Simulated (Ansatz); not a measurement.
# Se on Zr(0001): change of the work function, part 4 of 4

How does Se on the fcc site change the work function of Zr(0001) as the layer fills?

Ansatz 0.2.0; plane-wave DFT, PBE, Ansatz PAW.

So far, work function, upper face (eV): step 2 (the clean slab) 4.17; step 3 (37 atoms, coverage 0.111 ML, cell 3x3) 4.32; step 4 (17 atoms, coverage 0.25 ML, cell 2x2) 4.57.

**5. The covered slab, k-mesh 6×6×1, coverage 0.5 ML (continued)**

The steps of the relaxation:

```csv
step,energy less that of the first step (eV),largest force component (eV/Å)
1,0.0000,2.1468
2,-1.1120,1.1898
3,-1.3538,0.4124
4,-1.3912,0.1263
5,-1.3943,0.0163
```

Forces are held to the 4 operations that the run works with; a distortion that breaks them can't arise in this run.

The atoms that moved most (Å):

| atom | dx | dy | dz | length |
| --- | --- | --- | --- | --- |
| Se18 | 0.000 | 0.088 | -0.444 | 0.452 |
| Se17 | 0.000 | 0.088 | -0.444 | 0.452 |
| Zr4 | 0.000 | -0.007 | 0.069 | 0.069 |
| Zr12 | 0.000 | -0.007 | 0.069 | 0.069 |
| Zr16 | 0.000 | 0.044 | 0.040 | 0.059 |
| Zr8 | 0.000 | 0.044 | 0.040 | 0.059 |
| Zr7 | 0.000 | -0.003 | -0.035 | 0.035 |
| Zr15 | 0.000 | -0.003 | -0.035 | 0.035 |

Final coordinates:

```cif
data_structure
_symmetry_space_group_name_H-M 'P 1'
_symmetry_Int_Tables_number 1
_cell_length_a 6.4600
_cell_length_b 6.4600
_cell_length_c 28.0835
_cell_angle_alpha 90.000
_cell_angle_beta 90.000
_cell_angle_gamma 60.000
_cell_volume 1014.96
loop_
_atom_site_label
_atom_site_type_symbol
_atom_site_fract_x
_atom_site_fract_y
_atom_site_fract_z
_atom_site_occupancy
Zr1 Zr 0.33333 0.33333 0.32047 1
Zr2 Zr 0.00000 0.00000 0.41208 1
Zr3 Zr 0.33198 0.33605 0.50667 1
Zr4 Zr 0.00059 0.99882 0.59657 1
Zr5 Zr 0.33333 0.83333 0.32047 1
Zr6 Zr 0.00000 0.50000 0.41208 1
Zr7 Zr 0.33359 0.83282 0.50600 1
Zr8 Zr 0.99609 0.50781 0.59553 1
Zr9 Zr 0.83333 0.33333 0.32047 1
Zr10 Zr 0.50000 0.00000 0.41208 1
Zr11 Zr 0.83198 0.33605 0.50667 1
Zr12 Zr 0.50059 0.99882 0.59657 1
Zr13 Zr 0.83333 0.83333 0.32047 1
Zr14 Zr 0.50000 0.50000 0.41208 1
Zr15 Zr 0.83359 0.83282 0.50600 1
Zr16 Zr 0.49609 0.50781 0.59553 1
Se17 Se 0.15880 0.18240 0.66373 1
Se18 Se 0.65880 0.18240 0.66373 1
```

The relaxation took 5 steps and lowered the energy by 1.4 eV; the largest force on the free atoms ends at 0.016 eV/Å.

The covered face has 5.02 eV, +0.86 eV against the clean one; the bare back face has moved by -0.00 eV, a measure of how thin the slab is.

**6. Adsorbate added, k-mesh 12×12×1, coverage 1 ML**

System of this step: Se/Zr(0001). The cell holds 5 atoms: 4 Zr and 1 Se. Cell: a = 3.230 Å, b = 3.230 Å, c = 28.084 Å, α = 90.0°, β = 90.0°, γ = 60.0°. Vacuum lies along c.

Another coverage, to see how the dipoles act on each other as their distance changes.

The input, input.yaml:

```yaml
crystal:
  lattice:
    - [3.23, 0.0, 0.0]
    - [1.615, 2.7972620542, 0.0]
    - [0.0, 0.0, 28.0835408851]
  atoms:
    - { symbol: Zr, position: [0.6666666667, 0.6666666667, 0.320472409] }
    - { symbol: Zr, position: [0.0, 0.0, 0.4120810494] }
    - { symbol: Zr, position: [0.6666666667, 0.6666666667, 0.5072351472] }
    - { symbol: Zr, position: [0.0, 0.0, 0.594106503] }
    - { symbol: Se, position: [0.3333333333, 0.3333333333, 0.679527591] }
kpoints:
  mp_grid: { grid: [12, 12, 1] }
hamiltonian:
  xc: pbe
scf:
  occupations: { method: fermi_dirac, width: 0.1 }
  convergence: { dr2_threshold: 1.0e-08 }
efield:
  axis: 3
  dipole_correction: true
  ramp_position: 0.97
  ramp_width: 0.06
relax:
  f_tol: 0.02
  max_steps: 60
  constraints: [{ sites: [0, 1] }]
output:
  write_potential: true
  write_density: true
  volumetric_format: npy
```

Command:

```
$ ansatz run input.yaml --threads 4 --pin off --max-ram 16384MiB --backend cpu --events-out ev --progress --plain --runs-dir out
```

Numbers of over 12 decimals in the logs are rounded to 6 here.

What it wrote:

```text
[...]
Crystal: 5 atoms, lattice volume = 253.739 Å³
Basis set: ecut = 420 eV, 5025 PW (Γ), exchange–correlation on 48×48×384 points (8 copies of the dense FFT grid, shifted against one another)
Bands: 39, of which v1, the nominal top of the filled ones, is band 32 counted from 1 (31 counted from 0)
Symmetry: 6 space group operations
[...]
atoms:
    - { symbol: Zr, position: [0.666667, 0.666667, 0.320472409] }
    - { symbol: Zr, position: [-1.850371707762447e-17, -1.850371707762447e-17, 0.412081] }
    - { symbol: Zr, position: [0.666667, 0.666667, 0.506171] }
    - { symbol: Zr, position: [-1.4757047463873104e-17, -1.850371707762448e-17, 0.597018] }
    - { symbol: Se, position: [0.333333, 0.333333, 0.666792] }
[key lines of the parts left out:]
SCF converged after 6 iterations
Free energy (F): -22204.711881 eV
Fermi energy:    3.290169 eV
Dipole field:    D = -0.044665 V/Å  (p = -0.062632 e·Å, saw-weighted, corrected)
Work function:   Φ+ = 5.4428 eV   Φ− = 4.1884 eV
```

Wall time 22 s (4 threads of Arm Neoverse V1, shared host); peak memory 0.62 GiB.

Step by step:

| step | energy less that of the first step (eV) | largest force component (eV/Å) |
| --- | --- | --- |
| 1 | 0.0000 | 2.2099 |
| 2 | -0.4592 | 0.3912 |
| 3 | -0.4864 | 0.1910 |
| 4 | -0.4897 | 0.0302 |
| 5 | -0.4898 | 0.0026 |

Forces are held to the 6 operations that the run works with; a distortion that breaks them can't arise in this run.

The atoms that moved most (Å):

| atom | dx | dy | dz | length |
| --- | --- | --- | --- | --- |
| Se5 | 0.000 | 0.000 | -0.358 | 0.358 |
| Zr4 | 0.000 | 0.000 | 0.082 | 0.082 |
| Zr3 | 0.000 | 0.000 | -0.030 | 0.030 |

The relaxed structure:

```xyz
5
Lattice="3.2300 0.0000 0.0000 1.6150 2.7973 0.0000 0.0000 0.0000 28.0835" Properties=species:S:1:pos:R:3
Zr    3.2300    1.8648    9.0000
Zr    0.0000    0.0000   11.5727
Zr    3.2300    1.8648   14.2151
Zr    0.0000    0.0000   16.7664
Se    1.6150    0.9324   18.7259
```

Running mean over 2.573 Å of the planar mean; the ramp of the sawtooth is left out. Table of electron's electrostatic potential energy less the Fermi level by z:

| z (Å) | electron's electrostatic potential energy less the Fermi level (eV) |
| --- | --- |
| 4 | 4.19 |
| 5 | 4.16 |
| 6 | 3.92 |
| 7 | 2.13 |
| 8 | -5.14 |
| 9 | -8.45 |
| 10 | -8.31 |
| 11 | -8.29 |
| 12 | -8.22 |
| 13 | -7.81 |
| 14 | -8.19 |
| 15 | -8.30 |
| 16 | -8.29 |
| 17 | -8.93 |
| 18 | -6.92 |
| 19 | -1.60 |
| 20 | 2.03 |
| 21 | 5.06 |
| 22 | 5.42 |
| 23 | 5.44 |
| 24 | 5.44 |
| 25 | 5.44 |

The relaxation took 5 steps and lowered the energy by 0.49 eV; the largest force on the free atoms ends at 0.0026 eV/Å.

The covered face has 5.44 eV, +1.28 eV against the clean one; the bare back face has moved by +0.01 eV, a measure of how thin the slab is.

**7. Work function against coverage**

This step: plane-wave DFT, PBE, Ansatz PAW; work function against coverage (Ansatz 0.2.0).

The runs are now put side by side.

This step gave:

* work function of the clean face: 4.165 eV
* largest change of the work function: 1.278 eV

Table of work function of the covered face by coverage:

| coverage (adsorbates/nm²) | work function of the covered face (eV) |
| --- | --- |
| 0.00 | 4.17 |
| 1.23 | 4.32 |
| 2.77 | 4.57 |
| 5.53 | 5.02 |
| 11.07 | 5.44 |

The dipole per adsorbate comes from the change of the cell's dipole. Coverage, by row:

```csv
coverage (1/nm²),coverage (ML),work function (eV),change (eV),"dipole per adsorbate, positive end outwards (debye)",mean height of the added atoms over the highest substrate atom (Å)
1.23,0.1111,4.318,0.1524,-0.34,1.85
2.767,0.25,4.565,0.3998,-0.391,1.898
5.534,0.5,5.022,0.8568,-0.412,1.886
11.07,1,5.443,1.278,-0.304,1.96
```

**8. Summary of results**

- work function of the clean face: 4.17 eV
- work function at 0.11 ML: 4.32 eV
- work function at 0.25 ML: 4.57 eV
- work function at 0.5 ML: 5.02 eV
- work function at 1 ML: 5.44 eV
- dipole per adsorbate at 0.11 ML, positive end outwards: -0.34 D

In words: Se raises the work function of Zr(0001) at the lowest coverage, by 0.15 eV: the adsorbate layer has its negative end outwards. The slab has 4 layers, at the tabulated experimental lattice constant, one starting site was run, and quantum-size effects of a slab this thin can reach one or two tenths of an eV.

[Logs are printed without paths, hosts, clocks, repeated set-up lines and the standing remarks that a program may print on its own settings, such as how far it seeks lower states.]

[Hosts, paths, dates, database ids (printed as entryN), source tags and the programs' standing remarks are cut or masked in the printed files.]

[Maps of the electrostatic potential energy from Ansatz leave out the sawtooth potential of an applied field or a dipole correction, so their vacuum need not be flat; planar profiles and work functions include it.]
